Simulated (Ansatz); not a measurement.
## Na on Al(110): change of the work function

How does Na on the hollow site change the work function of Al(110) as the layer fills?

Program: Ansatz 0.2.0. Level of theory: plane-wave DFT, LDA, Ansatz PAW. Results are calculated unless marked as measured.

Report form: the programs' logs are mostly left out.

## 1. The structure

The cell holds 5 atoms: 5 Al. Its edges and angles: a = 4.050 Å, b = 2.864 Å, c = 23.728 Å, α = 90.0°, β = 90.0°, γ = 90.0°. Vacuum lies along c.

## 2. The clean slab

The bare slab comes first, as the zero from which every change is counted. The two lowest layers are held at bulk places and the upper ones relax. The dipole correction removes the false field that a one-sided slab makes across the periodic vacuum, so each face gets a flat vacuum level of its own.

The input, input.yaml:

```yaml
crystal:
  lattice:
    - [4.05, 0.0, 0.0]
    - [0.0, 2.8637824638, 0.0]
    - [0.0, 0.0, 23.7275649276]
  atoms:
    - { symbol: Al, position: [0.0, 0.0, 0.3793056737] }
    - { symbol: Al, position: [0.5, 0.5, 0.4396528368] }
    - { symbol: Al, position: [0.0, 0.0, 0.5] }
    - { symbol: Al, position: [0.5, 0.5, 0.5603471632] }
    - { symbol: Al, position: [0.0, 0.0, 0.6206943263] }
kpoints:
  mp_grid: { grid: [8, 10, 1] }
hamiltonian:
  xc: lda
scf:
  occupations: { method: fermi_dirac, width: 0.1 }
  convergence: { dr2_threshold: 1.0e-08 }
efield:
  axis: 3
  dipole_correction: true
  ramp_position: 0.97
  ramp_width: 0.06
relax:
  f_tol: 0.02
  max_steps: 60
  constraints: [{ sites: [0, 1] }]
output:
  write_potential: true
  write_density: true
  volumetric_format: npy
```

Command:

```bash
ansatz run input.yaml --threads 4 --pin off --max-ram 6144MiB --backend cpu --events-out ev --progress --plain --runs-dir out
```

Wall time 22 s (4 threads of Arm Neoverse N1, shared host); peak memory 0.45 GiB.

The steps of the relaxation:

```csv
step,energy less that of the first step (eV),largest force component (eV/Å)
1,0.0000,0.3980
2,-0.0401,0.1140
3,-0.0420,0.0132
```

The run keeps the 4 symmetry operations that it works with, so distortions that break them were not tested.

The atoms that moved most (Å):

```csv
atom,dx,dy,dz,length
Al5,0.000,0.000,-0.218,0.218
Al3,0.000,0.000,-0.086,0.086
Al4,0.000,0.000,-0.054,0.054
```

Final coordinates:

```xyz
5
Lattice="4.0500 0.0000 0.0000 0.0000 2.8638 0.0000 0.0000 0.0000 23.7276" Properties=species:S:1:pos:R:3
Al    0.0000    0.0000    9.0000
Al    2.0250    1.4319   10.4319
Al    0.0000    0.0000   11.7783
Al    2.0250    1.4319   13.2421
Al    0.0000    0.0000   14.5101
```

This step gave:

* energy at zero smearing: -2562.6937 eV
* work function, upper face: 4.175 eV
* dipole along the normal: -4.73e-4 e·Å

Running mean over 1.432 Å of the planar mean; the ramp of the sawtooth is left out. Electron's electrostatic potential energy less the Fermi level against z:

```csv
z (Å),electron's electrostatic potential energy less the Fermi level (eV)
3.0,4.17
3.5,4.17
4.0,4.17
4.5,4.17
5.0,4.16
5.5,4.16
6.0,4.13
6.5,4.04
7.0,3.76
7.5,2.85
8.0,0.793
8.5,-1.59
9.0,-3.60
9.5,-4.43
10.0,-4.65
10.5,-4.88
11.0,-4.99
11.5,-4.96
12.0,-4.70
12.5,-4.59
13.0,-4.79
13.5,-5.19
14.0,-5.10
14.5,-4.15
15.0,-1.79
15.5,0.716
16.0,2.83
16.5,3.75
17.0,4.05
17.5,4.14
18.0,4.16
18.5,4.17
19.0,4.17
19.5,4.17
20.0,4.17
20.5,4.17
```

The relaxation took 3 steps and lowered the energy by 0.042 eV; the largest force on the free atoms ends at 0.013 eV/Å.

The work function of the upper face is 4.17 eV.

## 3. The covered slab, k-mesh 3×4×1, coverage 0.111 ML

System of this step: Na/Al(110). The cell holds 46 atoms: 45 Al and 1 Na. Cell: a = 12.150 Å, b = 8.591 Å, c = 25.222 Å, α = 90.0°, β = 90.0°, γ = 90.0°. Vacuum lies along c.

The clean slab as it ended is repeated in the plane and the adsorbate is set on one face; the cell's size fixes the coverage, and the k-mesh shrinks with it to keep the sampling density about even. Adsorbate and upper layers relax, since the dipole depends on the height.

The input, input.yaml:

```yaml
crystal:
  lattice:
    - [12.15, 0.0, 0.0]
    - [0.0, 8.5913473914, 0.0]
    - [0.0, 0.0, 25.221846614]
  atoms:
    - { symbol: Al, position: [0.0, 0.0, 0.3568335078] }
    - { symbol: Al, position: [0.1666666667, 0.1666666667, 0.4136053712] }
    - { symbol: Al, position: [0.0, 0.0, 0.4669864306] }
    - { symbol: Al, position: [0.1666666667, 0.1666666667, 0.5250251848] }
    - { symbol: Al, position: [0.0, 0.0, 0.5752969268] }
    - { symbol: Al, position: [0.0, 0.3333333333, 0.3568335078] }
    - { symbol: Al, position: [0.1666666667, 0.5, 0.4136053712] }
    - { symbol: Al, position: [0.0, 0.3333333333, 0.4669864306] }
[... 34 atom lines left out ...]
    - { symbol: Al, position: [0.6666666667, 0.6666666667, 0.4669864306] }
    - { symbol: Al, position: [0.8333333333, 0.8333333333, 0.5250251848] }
    - { symbol: Al, position: [0.6666666667, 0.6666666667, 0.5752969268] }
    - { symbol: Na, position: [0.1666666667, 0.1666666667, 0.6431664922] }
kpoints:
  mp_grid: { grid: [3, 4, 1] }
hamiltonian:
  xc: lda
scf:
  occupations: { method: fermi_dirac, width: 0.1 }
  convergence: { dr2_threshold: 1.0e-08 }
efield:
  axis: 3
  dipole_correction: true
  ramp_position: 0.97
  ramp_width: 0.06
relax:
  f_tol: 0.02
  max_steps: 60
  constraints:
    - { sites: [0, 1, 5, 6, 10, 11, 15, 16, 20, 21, 25, 26, 30, 31, 35, 36, 40, 41] }
output:
  bader: true
  write_potential: true
  write_density: true
  volumetric_format: npy
```

Wall time 13 min (4 threads); peak memory 4.6 GiB; 40 min of CPU time.

Relaxation path:

```csv
step,energy less that of the first step (eV),largest force component (eV/Å)
1,0.0000,0.4605
2,-0.0623,0.1706
3,-0.0700,0.0376
4,-0.0703,0.0160
```

Forces are held to the 4 operations that the run works with; a distortion that breaks them can't arise in this run.

The atoms that moved most (Å):

```csv
atom,dx,dy,dz,length
Na46,0.000,0.000,0.165,0.165
Al4,0.000,0.000,-0.051,0.051
Al45,0.000,0.000,-0.038,0.038
Al30,-0.005,0.000,-0.036,0.037
Al15,0.005,0.000,-0.036,0.037
Al10,-0.005,0.025,-0.025,0.036
Al25,0.005,0.025,-0.025,0.036
Al5,-0.005,-0.025,-0.025,0.036
```

This step gave:

```yaml
energy_at_zero_smearing: -24531.6758 eV
work_function_upper_face: 3.412 eV
work_function_lower_face: 4.169 eV
dipole_along_the_normal: 0.4368 e·Å
step_between_the_vacuum_levels: -0.7571 eV
```

Running mean over 1.432 Å of the planar mean; the ramp of the sawtooth is left out. Table of electron's electrostatic potential energy less the Fermi level by z:

```csv
z (Å),electron's electrostatic potential energy less the Fermi level (eV)
3.5,4.17
4.0,4.17
4.5,4.17
5.0,4.17
5.5,4.16
6.0,4.13
6.5,4.05
7.0,3.77
7.5,2.87
8.0,0.828
8.5,-1.54
9.0,-3.53
9.5,-4.34
10.0,-4.58
10.5,-4.85
11.0,-4.96
11.5,-4.93
12.0,-4.68
12.5,-4.58
13.0,-4.80
13.5,-5.14
14.0,-5.02
14.5,-3.99
15.0,-1.68
15.5,0.517
16.0,2.12
16.5,2.72
17.0,3.03
17.5,3.29
18.0,3.38
18.5,3.40
19.0,3.41
19.5,3.41
20.0,3.41
20.5,3.41
21.0,3.41
21.5,3.41
22.0,3.41
```

The relaxation took 4 steps and lowered the energy by 0.070 eV; the largest force on the free atoms ends at 0.016 eV/Å.

The covered face has 3.41 eV, -0.76 eV against the clean one; the bare back face has moved by +0.00 eV, a measure of how thin the slab is.

## 4. The covered slab, k-mesh 4×5×1, coverage 0.25 ML

System of this step: Na/Al(110). The cell holds 21 atoms: 20 Al and 1 Na. Cell: a = 8.100 Å, b = 5.728 Å, c = 25.222 Å, α = 90.0°, β = 90.0°, γ = 90.0°. Vacuum lies along c.

Another coverage, to see how the dipoles act on each other as their distance changes.

The input, input.yaml:

```yaml
crystal:
  lattice:
    - [8.1, 0.0, 0.0]
    - [0.0, 5.7275649276, 0.0]
    - [0.0, 0.0, 25.221846614]
  atoms:
    - { symbol: Al, position: [0.0, 0.0, 0.3568335078] }
    - { symbol: Al, position: [0.25, 0.25, 0.4136053712] }
    - { symbol: Al, position: [0.0, 0.0, 0.4669864306] }
    - { symbol: Al, position: [0.25, 0.25, 0.5250251848] }
    - { symbol: Al, position: [0.0, 0.0, 0.5752969268] }
    - { symbol: Al, position: [0.0, 0.5, 0.3568335078] }
    - { symbol: Al, position: [0.25, 0.75, 0.4136053712] }
    - { symbol: Al, position: [0.0, 0.5, 0.4669864306] }
    - { symbol: Al, position: [0.25, 0.75, 0.5250251848] }
    - { symbol: Al, position: [0.0, 0.5, 0.5752969268] }
    - { symbol: Al, position: [0.5, 0.0, 0.3568335078] }
    - { symbol: Al, position: [0.75, 0.25, 0.4136053712] }
    - { symbol: Al, position: [0.5, 0.0, 0.4669864306] }
    - { symbol: Al, position: [0.75, 0.25, 0.5250251848] }
    - { symbol: Al, position: [0.5, 0.0, 0.5752969268] }
    - { symbol: Al, position: [0.5, 0.5, 0.3568335078] }
    - { symbol: Al, position: [0.75, 0.75, 0.4136053712] }
    - { symbol: Al, position: [0.5, 0.5, 0.4669864306] }
    - { symbol: Al, position: [0.75, 0.75, 0.5250251848] }
    - { symbol: Al, position: [0.5, 0.5, 0.5752969268] }
    - { symbol: Na, position: [0.25, 0.25, 0.6431664922] }
kpoints:
  mp_grid: { grid: [4, 5, 1] }
hamiltonian:
  xc: lda
scf:
  occupations: { method: fermi_dirac, width: 0.1 }
  convergence: { dr2_threshold: 1.0e-08 }
efield:
  axis: 3
  dipole_correction: true
  ramp_position: 0.97
  ramp_width: 0.06
relax:
  f_tol: 0.02
  max_steps: 60
  constraints: [{ sites: [0, 1, 5, 6, 10, 11, 15, 16] }]
output:
  bader: true
  dos: { projected: true, e_range: [-8, 4] }
  write_potential: true
  write_density: true
  volumetric_format: npy
  elf: true
```

It took 3.5 min on 4 threads; peak memory 1.8 GiB; 12 min of CPU time.

The steps of the relaxation:

```csv
step,energy less that of the first step (eV),largest force component (eV/Å)
1,0.0000,0.4375
2,-0.0405,0.1662
3,-0.0473,0.0305
4,-0.0476,0.0129
```

Forces are held to the 4 operations that the run works with; a distortion that breaks them can't arise in this run.

The atoms that moved most (Å):

```csv
atom,dx,dy,dz,length
Na21,0.000,0.000,0.187,0.187
Al4,0.000,0.000,-0.035,0.035
Al19,0.000,0.000,0.026,0.026
Al14,0.000,0.000,0.022,0.022
Al20,0.000,0.013,0.013,0.019
Al10,0.000,0.013,0.013,0.019
Al15,0.000,-0.013,0.013,0.019
Al5,0.000,-0.013,0.013,0.019
```

The relaxed structure:

```xyz
21
Lattice="8.1000 0.0000 0.0000 0.0000 5.7276 0.0000 0.0000 0.0000 25.2218" Properties=species:S:1:pos:R:3
Al    0.0000    0.0000    9.0000
Al    2.0250    1.4319   10.4319
Al    0.0000   -0.0030   11.7852
Al    2.0250    1.4319   13.2068
Al   -0.0002   -0.0133   14.5234
Al    0.0000    2.8638    9.0000
Al    2.0250    4.2957   10.4319
Al    0.0000    2.8668   11.7852
Al    2.0250    4.2957   13.2499
Al   -0.0002    2.8771   14.5234
Al    4.0500    0.0000    9.0000
Al    6.0750    1.4319   10.4319
Al    4.0500   -0.0030   11.7852
Al    6.0750    1.4319   13.2637
Al    4.0502   -0.0133   14.5234
Al    4.0500    2.8638    9.0000
Al    6.0750    4.2957   10.4319
Al    4.0500    2.8668   11.7852
Al    6.0750    4.2957   13.2682
Al    4.0502    2.8771   14.5234
Na    2.0250    1.4319   16.4085
```

This step gave:

```
energy at zero smearing        : -11717.8820 eV
work function, upper face      : 2.766 eV
work function, lower face      : 4.153 eV
dipole along the normal        : 0.3557 e·Å
step between the vacuum levels : -1.388 eV
```

The density of states has structure finer than the step of the table below, so its rows give means over 0.5 eV, whole bins alone (the curve runs from -8 to 1.98 eV). Peaks (eV: height): -3.91: 20.6, -2.11: 26.2, -1.95: 20.0, 0.24: 17.4, 0.60: 21.2, 1.20: 15.6, 1.26: 20.3.

Density of states against energy, zero at the Fermi level; means over each step:

energy (eV), density of states (states/eV a cell) and a bar from the least value:
```
     -7.5        3.7 #
     -7.0        3.5 
     -6.5        4.7 ###
     -6.0        5.7 ######
     -5.5        6.9 #########
     -5.0        5.3 #####
     -4.5        6.9 #########
     -4.0        6.7 #########
     -3.5        7.5 ###########
     -3.0        6.0 #######
     -2.5        9.6 #################
     -2.0       10.3 ###################
     -1.5        7.2 ##########
     -1.0       10.1 ##################
     -0.5        6.0 #######
      0.0        9.2 ################
      0.5       14.5 ##############################
      1.0        9.8 #################
      1.5       10.1 ##################
```

Projected DOS per atom over height of the atomic layer and energy from the Fermi level. Layers: Al4 Al4 Al4 Al4 Al4 Na from below.

Ten even steps from '0' (0.01 states/eV) to '9' (0.86 states/eV), each cell a mean:
```
744467
745469
644462
976793
533351
422251
644462
544450
433350
655570
443440
443450
332330
344430
333330
333230
343430
232320
232320
122210
122210
123210
```
Columns: height of the atomic layer (Å) from 9 to 16.4 (not evenly spaced); rows upwards: energy from the Fermi level (eV) from -7.96 to 1.95.

ELF in the ca plane at fractional y = 0.250, with atoms of Al and Na within 0.2 Å of it. It is the smooth field of the valence electrons, not physical close to the nuclei.

Ten even steps from '0' (0.00) to '9' (0.81), each cell a mean:
```
57999753335665433457887653211000000000000000
46788765556666555667776432110000000000000000
24566777667766666787654211000000000000000000
11235785236777632587532100000000000000000000
00124661114788511156421000000000000000000000
00124651213788412146421000000000000000000000
01134773115777610277531000000000000000000000
12456787567777755787643210000000000000000000
35677766566666656677765421100000000000000000
57898754345665444467877543210000000000000000
58999753235665432357888754221000000000000000
57999753335665433357888753211100000000000000
46788765456666555567776410000110000000000000
24566777667766666777653001000011000000000000
11235785236777632587520266410001000000000000
00124661104888401166411655730001100000000000
00124651213888312156411644730001100000000000
01134773115878511377420467610001100000000000
12456787557777755787541123100001000000000000
35677766566666666666765200000010000000000000
57898754345666543457887632111110000000000000
58999753235665432357888754321100000000000000
```
Columns run along c (16.0 Å, from fractional 0.30 to 0.93 of the cell), rows up along a (8.1 Å). Atoms in or near the plane, at fractional coordinates: Al at (0.41, 0.25), Al at (0.52, 0.25), Al at (0.41, 0.75), Al at (0.53, 0.75), Na at (0.65, 0.25).

Valence density in the ca plane at fractional y = 0.250, with atoms of Al and Na within 0.2 Å of it. It is the smooth field of the valence electrons, not physical close to the nuclei.

Ten steps, logarithmic in the rise over the least value, from '0' (0 e/Å³) to '9' (15 e/Å³), each cell a mean:
```
00111111111111111111111000000000000000000000
00011111111111111111110000000000000000000000
00011111111111111111100000000000000000000000
00001111111111111111100000000000000000000000
00000111011111110111000000000000000000000000
00000111001111110111000000000000000000000000
00001111111111111111100000000000000000000000
00001111111111111111100000000000000000000000
00011111111111111111110000000000000000000000
00111111111111111111111000000000000000000000
00111111111111111111111000000000000000000000
00111111111111111111111000000000000000000000
00011111111111111111111000000000000000000000
00011111111111111111110011000000000000000000
00001111111111111111101255200000000000000000
00000111011212110111101599610000000000000000
00000111001212100111101699720000000000000000
00001111111111111111101477410000000000000000
00001111111111111111110122100000000000000000
00011111111111111111111000000000000000000000
00111111111111111111111000000000000000000000
00111111111111111111111000000000000000000000
```
Columns run along c (16.0 Å, from fractional 0.30 to 0.93 of the cell), rows up along a (8.1 Å). Atoms in or near the plane, at fractional coordinates: Al at (0.41, 0.25), Al at (0.52, 0.25), Al at (0.41, 0.75), Al at (0.53, 0.75), Na at (0.65, 0.25).

Electrostatic potential energy in the ca plane at fractional y = 0.250, with atoms of Al and Na within 0.2 Å of it. With pseudopotentials it is smooth inside the atoms' cores, unlike the true potential.

Ten even steps from '0' (-19 eV) to '9' (4 eV), each cell a mean:
```
99988888988878899888889999999999999999999999
99988888888888888888899999999999999999999999
99999875456888754578999999999999999999999999
99999851003787310147999999999999999999999999
99999721420576124116999999999999999999999999
99999711530475036216899999999999999999999999
99999730101686201027999999999999999999999999
99999863225788632368999999999999999999999999
99998887777888877788999999999999999999999999
99988888888888888888889999999999999999999999
99887788998778899888889999999999999999999999
99988888988878899888889999999999999999999999
99988888888888888888899888889999999999999999
99999876457888755678998776788899999999999999
99999851003787300158887511478899999999999999
99999721420575024127886100057889999999999999
99999711530474045217886100057889999999999999
99999730111676111037887300267899999999999999
99999863225787522368998644678899999999999999
99998887777888877788898887888999999999999999
99988888888888888888889999999999999999999999
99887788998778899888889999999999999999999999
```
Columns run along c (16.0 Å, from fractional 0.30 to 0.93 of the cell; values clipped at the 3rd and 97th percentile), rows up along a (8.1 Å). Atoms in or near the plane, at fractional coordinates: Al at (0.41, 0.25), Al at (0.52, 0.25), Al at (0.41, 0.75), Al at (0.53, 0.75), Na at (0.65, 0.25).

The relaxation took 4 steps and lowered the energy by 0.048 eV; the largest force on the free atoms ends at 0.013 eV/Å.

By hand: a sheet of dipoles makes a step −p/(ε₀A) in the electron's potential. With e/ε₀ = 180.95 V·Å, p = 0.3557 e·Å and A = 46.39 Å², that is −180.95 × (0.3557) / 46.39 = -1.388 eV, and the two vacuum levels of the run differ by -1.388 eV.

The covered face has 2.77 eV, -1.41 eV against the clean one; the bare back face has moved by -0.01 eV, a measure of how thin the slab is.

## 5. Adsorbate added, k-mesh 4×5×1, coverage 0.5 ML

System of this step: Na/Al(110). The cell holds 22 atoms: 20 Al and 2 Na. Its edges and angles: a = 8.100 Å, b = 5.728 Å, c = 25.222 Å, α = 90.0°, β = 90.0°, γ = 90.0°. Vacuum lies along c.

input.yaml, as its differences from that of step 4:

```diff
@@ -27,2 +27,3 @@
     - { symbol: Na, position: [0.25, 0.25, 0.6431664922] }
+    - { symbol: Na, position: [0.75, 0.75, 0.6431664922] }
 kpoints:
@@ -49,2 +50 @@
   volumetric_format: npy
-  elf: true
```

Run time: 3.5 min. Hardware: 4 threads; peak memory 1.9 GiB; 12 min of CPU time.

Step by step:

```csv
step,energy less that of the first step (eV),largest force component (eV/Å)
1,0.0000,0.4098
2,-0.0637,0.1669
3,-0.0782,0.0200
4,-0.0785,0.0020
```

The run keeps the 8 symmetry operations that it works with, so distortions that break them were not tested.

The atoms that moved most (Å):

```csv
atom,dx,dy,dz,length
Na22,0.000,0.000,0.206,0.206
Na21,0.000,0.000,0.206,0.206
Al14,0.000,0.000,0.033,0.033
Al9,0.000,0.000,0.033,0.033
Al5,0.000,0.000,0.031,0.031
Al20,0.000,0.000,0.031,0.031
Al10,0.000,0.000,0.031,0.031
Al15,0.000,0.000,0.031,0.031
```

Final coordinates:

```
Al Na
1.0
     8.10000    0.00000    0.00000
     0.00000    5.72756    0.00000
     0.00000    0.00000   25.22185
Al Na
20 2
Direct
  0.00000 0.00000 0.35683
  0.25000 0.25000 0.41361
  0.00000 0.00000 0.46748
  0.25000 0.25000 0.52473
  0.00000 0.00000 0.57653
  0.00000 0.50000 0.35683
  0.25000 0.75000 0.41361
  0.00000 0.50000 0.46748
  0.25000 0.75000 0.52634
  0.00000 0.50000 0.57653
  0.50000 0.00000 0.35683
  0.75000 0.25000 0.41361
  0.50000 0.00000 0.46748
  0.75000 0.25000 0.52634
  0.50000 0.00000 0.57653
  0.50000 0.50000 0.35683
  0.75000 0.75000 0.41361
  0.50000 0.50000 0.46748
  0.75000 0.75000 0.52473
  0.50000 0.50000 0.57653
  0.25000 0.25000 0.65135
  0.75000 0.75000 0.65135
```

The density of states has structure finer than the step of the table below, so its rows give means over 0.5 eV, whole bins alone (the curve runs from -8 to 1.98 eV). Peaks (eV: height): -3.94: 17.9, -2.17: 16.1, 0.48: 22.5, 0.93: 17.0, 1.11: 19.2, 1.59: 17.4, 1.80: 16.9.

Density of states against energy, zero at the Fermi level; means over each step:

energy (eV), density of states (states/eV a cell) and a bar from the least value:
```
     -7.5        3.7 
     -7.0        3.8 
     -6.5        5.0 ####
     -6.0        5.4 #####
     -5.5        7.5 ###########
     -5.0        5.3 ####
     -4.5        6.8 #########
     -4.0        6.9 #########
     -3.5        8.0 ############
     -3.0        5.8 ######
     -2.5       10.5 ###################
     -2.0        8.2 #############
     -1.5        7.7 ###########
     -1.0       10.7 ####################
     -0.5        5.9 ######
      0.0       11.3 #####################
      0.5       14.3 ##############################
      1.0       11.2 #####################
      1.5       10.5 ###################
```

The relaxation took 4 steps and lowered the energy by 0.078 eV; the largest force on the free atoms ends at 0.0020 eV/Å.

The covered face has 2.27 eV, -1.90 eV against the clean one; the bare back face has moved by -0.02 eV, a measure of how thin the slab is.

(Continued in part 2 of 2.)

[Logs are printed without paths, hosts, clocks, repeated set-up lines and the standing remarks that a program may print on its own settings, such as how far it seeks lower states.]

[Hosts, paths, dates, database ids (printed as entryN), source tags and the programs' standing remarks are cut or masked in the printed files.]

[Maps of the electrostatic potential energy from Ansatz leave out the sawtooth potential of an applied field or a dipole correction, so their vacuum need not be flat; planar profiles and work functions include it.]

[The density of states shown here was stored with 400 of the rows of the run's finer table, so its peaks can read low, often by over a quarter, or be missed, and its means over a window can be off by a tenth or more.]
